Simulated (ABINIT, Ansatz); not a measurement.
**Quasiparticle gap of ZrSe3 (P2_1/m) in ABINIT**

Aim: the G0W0 gap of ZrSe3 (P2_1/m) on PBEsol, step by step.

Method: PBEsol and many-body steps on it, plane waves, in ABINIT 10.8.3.

## (1) The starting structure

The structure is monoclinic, space group P2_1/m (No. 11). Conventional cell: a = 5.411 Å, b = 3.749 Å, c = 9.444 Å, α = 90.00°, β = 97.48°, γ = 90.00°. Nearest to Zr lie 8 Se at 2.72 to 2.87 Å. Nearest to Se lie 4 Zr at 2.72 to 2.87 Å. Se has 1 Se at 2.34 Å and 2 Zr at 2.73 Å nearest. Nearest to Se lie 1 Se at 2.34 Å and 2 Zr at 2.74 Å. Farther neighbours and most contacts between anions are not listed.

The cell and positions come from the Crystallography Open Database and are kept as given unless a step says otherwise.

## (2) Ground state

This step: ABINIT 10.8.3; DFT, PBEsol, plane waves, norm-conserving pseudopotentials.

The ground-state density comes first.

File run.abi:

```
acell 3*1.0 Angstrom
rprim 
  5.410900000000 -0.000000000000 -0.000000000000
  -0.000000000000 3.748800000000 0.000000000000
  -1.229420909100 0.000000000000 9.363634990100
ntypat 2
znucl 40 34
natom 8
typat 1 1 2 2 2 2 2 2
xred 
  0.285000000000 0.250000000000 0.656000000000
  0.715000000000 0.750000000000 0.344000000000
  0.762000000000 0.250000000000 0.554000000000
  0.238000000000 0.750000000000 0.446000000000
  0.456000000000 0.250000000000 0.174000000000
  0.544000000000 0.750000000000 0.826000000000
  0.888000000000 0.250000000000 0.169000000000
  0.112000000000 0.750000000000 0.831000000000
pp_dirpath "pseudos"
pseudos "Zr.upf, Se.upf"
ecut 48
ngkpt 4 6 2
nshiftk 1
shiftk 0 0 0
kptopt 1
chksymbreak 0
nband 92
occopt 1
tolvrs 1e-10
nstep 60
prtwf 0
optforces 0
optstress 0
indata_prefix "in"
outdata_prefix "out"
tmpdata_prefix "tmp"
```

On the command line:

```
$ OMP_NUM_THREADS=1 mpirun -n 16 abinit run.abi > log
```

Numbers of over 12 decimals in the logs are rounded to 6 here.

The program printed:

```text
.Version 10.8.3 of ABINIT. v10.8.2 released Aug 2026.

 Symmetries : space group P2_1/m (# 11); Bravais mP (primitive monocl.)
================================================================================
 Values of the parameters that define the memory need of the present run
     intxc =       0    ionmov =       0      iscf =       7    lmnmax =       6
     lnmax =       6     mgfft =     120  mpssoang =       3    mqgrid =    5519
     natom =       8  nloc_mem =       1    nspden =       1   nspinor =       1
    nsppol =       1      nsym =       4    n1xccc =    2501    ntypat =       2
    occopt =       1   xclevel =       2
-    mband =          92        mffmem =           1         mkmem =           2
       mpw =       20404          nfft =      368640          nkpt =          24
================================================================================
  Rough estimation (10% accuracy) of disk space for files :
================================================================================

--------------------------------------------------------------------------------
------------- Echo of variables that govern the present computation ------------
--------------------------------------------------------------------------------
 -outvars: echo values of preprocessed input variables --------
            acell      1.8897261259E+00  1.8897261259E+00  1.8897261259E+00 Bohr

      chksymbreak           0
             ecut      4.80000000E+01 Hartree
-          fftalg         312

              ixc     -116133
              kpt      0.00000000E+00  0.00000000E+00  0.00000000E+00
                       2.50000000E-01  0.00000000E+00  0.00000000E+00
                       5.00000000E-01  0.00000000E+00  0.00000000E+00
                       0.00000000E+00  1.66666667E-01  0.00000000E+00
                       2.50000000E-01  1.66666667E-01  0.00000000E+00
                       5.00000000E-01  1.66666667E-01  0.00000000E+00
                       0.00000000E+00  3.33333333E-01  0.00000000E+00
                       2.50000000E-01  3.33333333E-01  0.00000000E+00
                       5.00000000E-01  3.33333333E-01  0.00000000E+00
   [... 13 further rows ...]
                       2.50000000E-01  5.00000000E-01  5.00000000E-01
                       5.00000000E-01  5.00000000E-01  5.00000000E-01
         kptrlatt        4    0    0      0    6    0      0    0    2
          kptrlen      3.56931471E+01
P           mkmem           2
            natom           8
            nband          92
            ngfft          64      48     120
             nkpt          24
            nstep          60
             nsym           4
           ntypat           2
              occ      2.000000  2.000000  2.000000  2.000000  2.000000  2.000000
                       2.000000  2.000000  2.000000  2.000000  2.000000  2.000000
                       2.000000  2.000000  2.000000  2.000000  2.000000  2.000000
                       2.000000  2.000000  2.000000  2.000000  2.000000  2.000000
                       2.000000  2.000000  2.000000  2.000000  2.000000  2.000000
                       2.000000  2.000000  2.000000  2.000000  2.000000  2.000000
                       2.000000  2.000000  2.000000  2.000000  2.000000  2.000000
                       2.000000  2.000000  2.000000  2.000000  2.000000  2.000000
                       2.000000  2.000000  2.000000  2.000000  2.000000  2.000000
   [... 5 further rows ...]
                       0.000000  0.000000  0.000000  0.000000  0.000000  0.000000
                       0.000000  0.000000
        optforces           0
        optstress           0
            prtwf           0
            rprim      5.4109000000E+00 -0.0000000000E+00 -0.0000000000E+00
[...]
spgroup          11

           tolvrs      1.00000000E-10

             xred      2.8500000000E-01  2.5000000000E-01  6.5600000000E-01
[...]
znucl       40.00000   34.00000

================================================================================

 chkinp: Checking input parameters for consistency.

================================================================================
== DATASET  1 ==================================================================
-   mpi_nproc: 16, omp_nthreads: 1 (-1 if OMP is not activated)
-    --> not optimal distribution: autoparal keyword recommended in input file <--

--- !DatasetInfo
iteration_state: {dtset: 1, }
dimensions: {natom: 8, nkpt: 24, mband: 92, nsppol: 1, nspinor: 1, nspden: 1, mpw: 20404, }
cutoff_energies: {ecut:  48.0, pawecutdg:  -1.0, }
electrons: {nelect:   1.68000000E+02, charge:   0.00000000E+00, occopt:   1.00000000E+00, tsmear:   1.00000000E-02, }

 Real(R)+Recip(G) space primitive vectors, cartesian coordinates (Bohr,Bohr^-1):
 R(1)= 10.2251191  0.0000000  0.0000000  G(1)=  0.0977984  0.0000000  0.0128407
 R(2)=  0.0000000  7.0842053  0.0000000  G(2)=  0.0000000  0.1411591  0.0000000
 R(3)= -2.3232688  0.0000000 17.6947057  G(3)=  0.0000000  0.0000000  0.0565141
 Unit cell volume ucvol=  1.2817486E+03 bohr^3
 Angles (23,13,12)=  9.00000000E+01  9.74800000E+01  9.00000000E+01 degrees

 getcut: wavevector=  0.0000  0.0000  0.0000  ngfft=  64  48 120
         ecut(hartree)=     48.000   => boxcut(ratio)=   2.00692

[...]
--- !BeginCycle
iteration_state: {dtset: 1, }
solver: {iscf: 7, nstep: 60, nline: 4, wfoptalg: 0, }
tolerances: {tolvrs: 1.00E-10, }

     iter   Etot(hartree)      deltaE(h)  residm     vres2
 ETOT  1  -2116.0321992199    -2.116E+03 1.775E+00 5.223E+03
 ETOT  2  -2129.3083697750    -1.328E+01 4.009E-02 7.147E+03
 ETOT  3  -2129.9518749773    -6.435E-01 3.112E-02 8.549E+02
 ETOT  4  -2130.0331560390    -8.128E-02 2.284E-02 2.936E+02
 ETOT  5  -2130.0626449897    -2.949E-02 1.041E-02 1.594E+01
 ETOT  6  -2130.0634650542    -8.201E-04 6.130E-03 3.243E+00
 ETOT  7  -2130.0635577344    -9.268E-05 4.592E-03 3.777E-02
 ETOT  8  -2130.0635577434    -8.929E-09 2.612E-03 3.157E-02
 ETOT  9  -2130.0635592706    -1.527E-06 2.150E-03 3.148E-03
 ETOT 10  -2130.0635595227    -2.520E-07 3.004E-03 1.854E-05
 ETOT 11  -2130.0635595241    -1.452E-09 2.492E-03 2.454E-06
 ETOT 12  -2130.0635595241     8.185E-12 2.606E-03 1.733E-07
 ETOT 13  -2130.0635595241    -1.228E-11 1.319E-03 5.883E-08
 ETOT 14  -2130.0635595241    -2.456E-11 8.436E-04 4.034E-09
 ETOT 15  -2130.0635595241     1.774E-11 1.489E-03 1.328E-10
 ETOT 16  -2130.0635595242    -1.205E-10 5.904E-04 4.851E-12

 At SCF step   16       vres2   =  4.85E-12 < tolvrs=  1.00E-10 =>converged.

--- !ResultsGS
iteration_state: {dtset: 1, }
comment   : Summary of ground state results
lattice_vectors:
- [ 10.2251191,  -0.0000000,  -0.0000000, ]
- [ -0.0000000,   7.0842053,   0.0000000, ]
- [ -2.3232688,   0.0000000,  17.6947057, ]
lattice_lengths: [  10.22512,    7.08421,   17.84657, ]
lattice_angles: [ 90.000,  97.480,  90.000, ] # degrees, (23, 13, 12)
lattice_volume:   1.2817486E+03
convergence: {deltae: -1.205E-10, res2:  4.851E-12, residm:  5.904E-04, diffor:  0.000E+00, }
etotal    :  -2.13006356E+03
entropy   :   0.00000000E+00
fermie    :   2.38321850E-01
cartesian_stress_tensor: null
pressure_GPa: null
xred      :
- [  2.8500E-01,   2.5000E-01,   6.5600E-01, Zr]
- [  7.1500E-01,   7.5000E-01,   3.4400E-01, Zr]
- [  7.6200E-01,   2.5000E-01,   5.5400E-01, Se]
- [  2.3800E-01,   7.5000E-01,   4.4600E-01, Se]
- [  4.5600E-01,   2.5000E-01,   1.7400E-01, Se]
- [  5.4400E-01,   7.5000E-01,   8.2600E-01, Se]
- [  8.8800E-01,   2.5000E-01,   1.6900E-01, Se]
- [  1.1200E-01,   7.5000E-01,   8.3100E-01, Se]
cartesian_forces: null
force_length_stats: {min: null, max: null, mean: null, }

 Integrated electronic density in atomic spheres:
 ------------------------------------------------
 Atom  Sphere_radius  Integrated_density
[...]
================================================================================

 ----iterations are completed or convergence reached----

 Mean square residual over all n,k,spin=   79.094E-08; max=  59.039E-05
 reduced coordinates (array xred) for    8 atoms
[...]
0.238000000000      0.750000000000      0.446000000000
       0.456000000000      0.250000000000      0.174000000000
       0.544000000000      0.750000000000      0.826000000000
       0.888000000000      0.250000000000      0.169000000000
       0.112000000000      0.750000000000      0.831000000000
 rms dE/dt=  0.0000E+00; max dE/dt=  0.0000E+00; dE/dt below (all hartree)
    1       0.000000000000      0.000000000000      0.000000000000
    2       0.000000000000      0.000000000000      0.000000000000
    3       0.000000000000      0.000000000000      0.000000000000
    4       0.000000000000      0.000000000000      0.000000000000
    5       0.000000000000      0.000000000000      0.000000000000
    6       0.000000000000      0.000000000000      0.000000000000
    7       0.000000000000      0.000000000000      0.000000000000
    8       0.000000000000      0.000000000000      0.000000000000

 cartesian coordinates (angstrom) at end:
    1      0.735606     0.937200     6.142545
    2      3.445873     2.811600     3.221090
    3      3.442007     0.937200     5.187454
    4      0.739472     2.811600     4.176181
    5      2.253451     0.937200     1.629272
    6      1.928028     2.811600     7.734363
    7      4.597107     0.937200     1.582454
    8     -0.415628     2.811600     7.781181
 length scales=  1.889726125908  1.889726125908  1.889726125908 bohr
              =  1.000000000000  1.000000000000  1.000000000000 angstroms
 prteigrs : about to open file out_EIG
 Fermi (or HOMO) energy (hartree) =   0.23832   Average Vxc (hartree)=  -0.38859
 Eigenvalues (hartree) for nkpt=  24  k points:
 kpt#   1, nband= 92, wtk=  0.02083, kpt=  0.0000  0.0000  0.0000 (reduced coord)
  -7.39389   -7.39389   -7.39335   -7.39335   -7.36460   -7.36460   -5.18258   -5.18258
  -5.18209   -5.18209   -5.17402   -5.17402   -5.17378   -5.17378   -5.17343   -5.17343
  -5.17320   -5.17320   -5.14782   -5.14781   -5.14756   -5.14756   -5.14704   -5.14704
  -1.56164   -1.56162   -1.52302   -1.52302   -1.51962   -1.51962   -1.51915   -1.51914
  -1.51895   -1.51895   -1.51794   -1.51794   -1.51764   -1.51763   -1.51085   -1.51084
  -1.51071   -1.51071   -1.51018   -1.51018   -1.51006   -1.51006   -1.48735   -1.48729
  -1.48723   -1.48722   -1.48672   -1.48669   -1.48667   -1.48661   -1.48636   -1.48634
  -0.75917   -0.75811   -0.75515   -0.75491   -0.75265   -0.75199   -0.31013   -0.29812
  -0.23637   -0.19850   -0.16855   -0.16775    0.01816    0.03142    0.06663    0.07216
   0.07875    0.12232    0.12837    0.14617    0.16500    0.19772    0.20727    0.21262
   0.21309    0.21701    0.23426    0.23832    0.26260    0.27667    0.33652    0.34381
   0.35061    0.35443    0.36884    0.36933
 prteigrs : prtvol=0 or 1, do not print more k-points.

--- !EnergyTerms
iteration_state     : {dtset: 1, }
comment             : Components of total free energy in Hartree
kinetic             :  9.05421148492815E+02
hartree             :  8.73364682717703E+02
xc                  : -1.91313954842254E+02
Ewald energy        : -9.29402595844536E+02
psp_core            :  2.48313850052819E+01
local_psp           : -2.30834606186949E+03
non_local_psp       : -5.04618163183751E+02
total_energy        : -2.13006355952424E+03
total_energy_eV     : -5.79619822467031E+04
band_energy         : -3.78685281552072E+02

== END DATASET(S) ==============================================================
================================================================================

 -outvars: echo values of variables after computation  --------
           etotal     -2.1300635595E+03
            nband          92
             nkpt          24
          spgroup          11
 [... the other variables as echoed above ...]

 Calculation completed.
```

It took 12 min on 16 MPI ranks of Arm Neoverse N1, shared host; peak memory 3.4 GiB; 3.2 h of CPU time.

Numbers from this step:

```
total energy               : -57961.9822 eV
gap                        : 0.3208 eV
k of the valence top       : 0, 0, 0
k of the conduction bottom : 0.5, 0.1667, 0
least direct gap           : 0.6025 eV
```

The gap is indirect, with the least direct gap 0.28 eV higher.

## (3) Empty states on the mesh, 2×4×1 mesh, 430 bands

The sums over transitions need many empty states on a uniform mesh; this step solves for them.

run.abi: that of step 2 with these lines changed.

```diff
@@ -21,3 +21,3 @@
 ecut 48
-ngkpt 4 6 2
+ngkpt 2 4 1
 nshiftk 1
@@ -26,9 +26,10 @@
 chksymbreak 0
-nband 92
-occopt 1
-tolvrs 1e-10
+iscf -2
+irdden 1
+istwfk *1
+nband 430
+nbdbuf 38
+tolwfr 1e-09
 nstep 60
-prtwf 0
-optforces 0
-optstress 0
+prtvol 0
 indata_prefix "in"
```

The program printed:

```text
.Version 10.8.3 of ABINIT. v10.8.2 released Aug 2026.

 Symmetries : space group P2_1/m (# 11); Bravais mP (primitive monocl.)
[... echo of the input left out ...]
== DATASET  1 ==================================================================
-   mpi_nproc: 16, omp_nthreads: 1 (-1 if OMP is not activated)
-    --> not optimal distribution: autoparal keyword recommended in input file <--

--- !DatasetInfo
iteration_state: {dtset: 1, }
dimensions: {natom: 8, nkpt: 6, mband: 430, nsppol: 1, nspinor: 1, nspden: 1, mpw: 20400, }
cutoff_energies: {ecut:  48.0, pawecutdg:  -1.0, }
electrons: {nelect:   1.68000000E+02, charge:   0.00000000E+00, occopt:   1.00000000E+00, tsmear:   1.00000000E-02, }

 Real(R)+Recip(G) space primitive vectors, cartesian coordinates (Bohr,Bohr^-1):
 R(1)= 10.2251191  0.0000000  0.0000000  G(1)=  0.0977984  0.0000000  0.0128407
 R(2)=  0.0000000  7.0842053  0.0000000  G(2)=  0.0000000  0.1411591  0.0000000
 R(3)= -2.3232688  0.0000000 17.6947057  G(3)=  0.0000000  0.0000000  0.0565141
 Unit cell volume ucvol=  1.2817486E+03 bohr^3
 Angles (23,13,12)=  9.00000000E+01  9.74800000E+01  9.00000000E+01 degrees

 getcut: wavevector=  0.0000  0.0000  0.0000  ngfft=  64  48 120
         ecut(hartree)=     48.000   => boxcut(ratio)=   2.00692

--- Pseudopotential description ------------------------------------------------
- Zr Generated using ONCVPSP code by D. R. Hamann
- 40.00000  12.00000  180301                  znucl, zion, pspdat
12 -116133 2 -1 1604                          pspcod,pspxc,lmax,lloc,mmax
     nproj     2     2     2
  pspatm : epsatm=   18.88750569
         --- l  ekb(1:nproj) -->
             0   10.584966    0.890424
             1    5.814585    0.741293
             2    1.525459    0.487901
 pspatm: atomic psp has been read  and splines computed

- Se Generated using ONCVPSP code by D. R. Hamann
- 34.00000  24.00000  180301                  znucl, zion, pspdat
12 -116133 2 -1 1198                          pspcod,pspxc,lmax,lloc,mmax
     nproj     2     2     2
  pspatm : epsatm=   25.27915816
         --- l  ekb(1:nproj) -->
[...]
pspatm: atomic psp has been read  and splines computed

--------------------------------------------------------------------------------

================================================================================
 prteigrs : about to open file out_EIG
 Non-SCF case, kpt    1 (  0.00000  0.00000  0.00000), residuals and eigenvalues=
  2.27E-10  2.61E-10  2.40E-10  2.28E-10  2.34E-10  2.18E-10  3.65E-10  4.35E-10
  3.21E-10  3.77E-10  3.34E-10  3.52E-10  3.82E-10  3.48E-10  3.36E-10  4.33E-10
  4.71E-10  3.84E-10  3.32E-10  3.68E-10  3.35E-10  3.27E-10  3.32E-10  3.68E-10
[...]
2.51E-04  3.99E-04  3.10E-04  2.69E-04  1.64E-03  1.44E-03
 -7.3939E+00 -7.3939E+00 -7.3934E+00 -7.3934E+00 -7.3646E+00 -7.3646E+00
 -5.1826E+00 -5.1826E+00 -5.1821E+00 -5.1821E+00 -5.1740E+00 -5.1740E+00
[...]
3.0645E+00  3.0678E+00  3.0739E+00  3.0896E+00  3.0942E+00  3.0982E+00
  3.1039E+00  3.1111E+00  3.1193E+00  3.1237E+00
 prteigrs : prtvol=0 or 1, do not print more k-points.

--- !ResultsGS
iteration_state: {dtset: 1, }
comment   : Summary of ground state results
lattice_vectors:
- [ 10.2251191,  -0.0000000,  -0.0000000, ]
- [ -0.0000000,   7.0842053,   0.0000000, ]
- [ -2.3232688,   0.0000000,  17.6947057, ]
lattice_lengths: [  10.22512,    7.08421,   17.84657, ]
lattice_angles: [ 90.000,  97.480,  90.000, ] # degrees, (23, 13, 12)
lattice_volume:   1.2817486E+03
convergence: {deltae:  0.000E+00, res2:  0.000E+00, residm:  9.989E-10, diffor:  0.000E+00, }
etotal    :  -2.13006356E+03
entropy   :   0.00000000E+00
fermie    :   2.38321850E-01
cartesian_stress_tensor: null
pressure_GPa: null
xred      :
- [  2.8500E-01,   2.5000E-01,   6.5600E-01, Zr]
- [  7.1500E-01,   7.5000E-01,   3.4400E-01, Zr]
- [  7.6200E-01,   2.5000E-01,   5.5400E-01, Se]
- [  2.3800E-01,   7.5000E-01,   4.4600E-01, Se]
- [  4.5600E-01,   2.5000E-01,   1.7400E-01, Se]
- [  5.4400E-01,   7.5000E-01,   8.2600E-01, Se]
- [  8.8800E-01,   2.5000E-01,   1.6900E-01, Se]
- [  1.1200E-01,   7.5000E-01,   8.3100E-01, Se]
cartesian_forces: null
force_length_stats: {min: null, max: null, mean: null, }

 Integrated electronic density in atomic spheres:
 ------------------------------------------------
 Atom  Sphere_radius  Integrated_density
[...]
================================================================================

 ----iterations are completed or convergence reached----

 Mean square residual over all n,k,spin=   44.045E-11; max=  99.889E-11
 reduced coordinates (array xred) for    8 atoms
[...]
0.888000000000      0.250000000000      0.169000000000
       0.112000000000      0.750000000000      0.831000000000

 cartesian coordinates (angstrom) at end:
    1      0.735606     0.937200     6.142545
    2      3.445873     2.811600     3.221090
[...]
7      4.597107     0.937200     1.582454
    8     -0.415628     2.811600     7.781181
 length scales=  1.889726125908  1.889726125908  1.889726125908 bohr
              =  1.000000000000  1.000000000000  1.000000000000 angstroms
 prteigrs : about to open file out_EIG
 Eigenvalues (hartree) for nkpt=   6  k points:
 kpt#   1, nband=430, wtk=  0.12500, kpt=  0.0000  0.0000  0.0000 (reduced coord)
[...]
3.00419    3.00542    3.00889    3.01749    3.01781    3.02148    3.02689    3.04126
   3.04297    3.04835    3.06015    3.06222    3.06453    3.06778    3.07385    3.08957
   3.09421    3.09815    3.10386    3.11109    3.11932    3.12375
 prteigrs : prtvol=0 or 1, do not print more k-points.

== END DATASET(S) ==============================================================
================================================================================

 -outvars: echo values of variables after computation  --------
            nband         430
             nkpt           6
          spgroup          11
 [... the other variables as echoed above ...]

 Calculation completed.
```

Elapsed: 29 min, on 16 MPI ranks; peak memory 2.5 GiB; 7.8 h of CPU time.

This step gave:

- gap: 0.3293 eV
- k of the valence top: 0, 0, 0
- k of the conduction bottom: 0.5, 0, 0
- least direct gap: 0.6289 eV
- k points computed: 6
- lowest point of the top converged band, above the valence top: 70.3787 eV

On this mesh the gap is 0.329 eV.

(Continued in part 2 of 2.)

[Paths, hosts, dates, memory and timing lines, banners, echoed tables and standing remarks are left out of the program output.]

[Logs are printed without paths, hosts, clocks, repeated set-up lines and the standing remarks that a program may print on its own settings, such as how far it seeks lower states.]

[Runs of the session that timed out or met a known fault of the program may be left out.]

[Hosts, paths, dates, database ids (printed as entryN), source tags and the programs' standing remarks are cut or masked in the printed files.]

[G0W0 gaps are taken among the corrected bands and points alone; a level outside them can change the order at an edge.]

[Where Ansatz stands beside ABINIT at settings called matched, ABINIT's density can come from a denser mesh and the files from another edition; pairs whose starting gaps differed by over 0.03 eV were left out, so agreement reads better than it is.]
